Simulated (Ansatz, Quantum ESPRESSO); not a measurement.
# 1T-SnO2, 1 layer: the gap on the mesh at a withheld member of a series

**Set-up.** Quantum ESPRESSO 7.5, PBE, SG15 norm-conserving. Cell and atoms are relaxed under PBE (GBRV files) and held. Screened hybrids with norm-conserving files, screening 0.106 per bohr, fixed occupations, a 9×9×1 mesh with exchange on 3×3×1 q points. Levels count from the potential in the middle of the vacuum. The series steps the share of short-range exact exchange (0.25 is HSE06, 0 is PBE).

| share of short-range exact exchange | gap on the mesh (eV) |
| --- | --- |
| 0 | 2.659 |
| 0.1 | 3.223 |
| 0.2 | 3.805 |
| 0.25 | 4.102 |
| 0.3 | 4.404 |
| 0.4 | 5.017 |

One more run was made and is withheld. What is the gap on the mesh at 0.15?

By hand: The rows at 0.1 and 0.2 give a slope of (3.805 − (3.223))/(0.2 − (0.1)) = 5.82, so a straight line gives 3.514 eV. A parabola through these and the row at 0 gives 3.512 eV.

What the calculation gave: 3.511 eV. The line misses by +0.003 and the parabola by +0.001 eV. Both misses are under 5 % of the step from the nearer row.

**Limits.** Gaps are those of the mesh; no spin-orbit coupling; the q mesh was not tested; the geometry stays that of PBE.
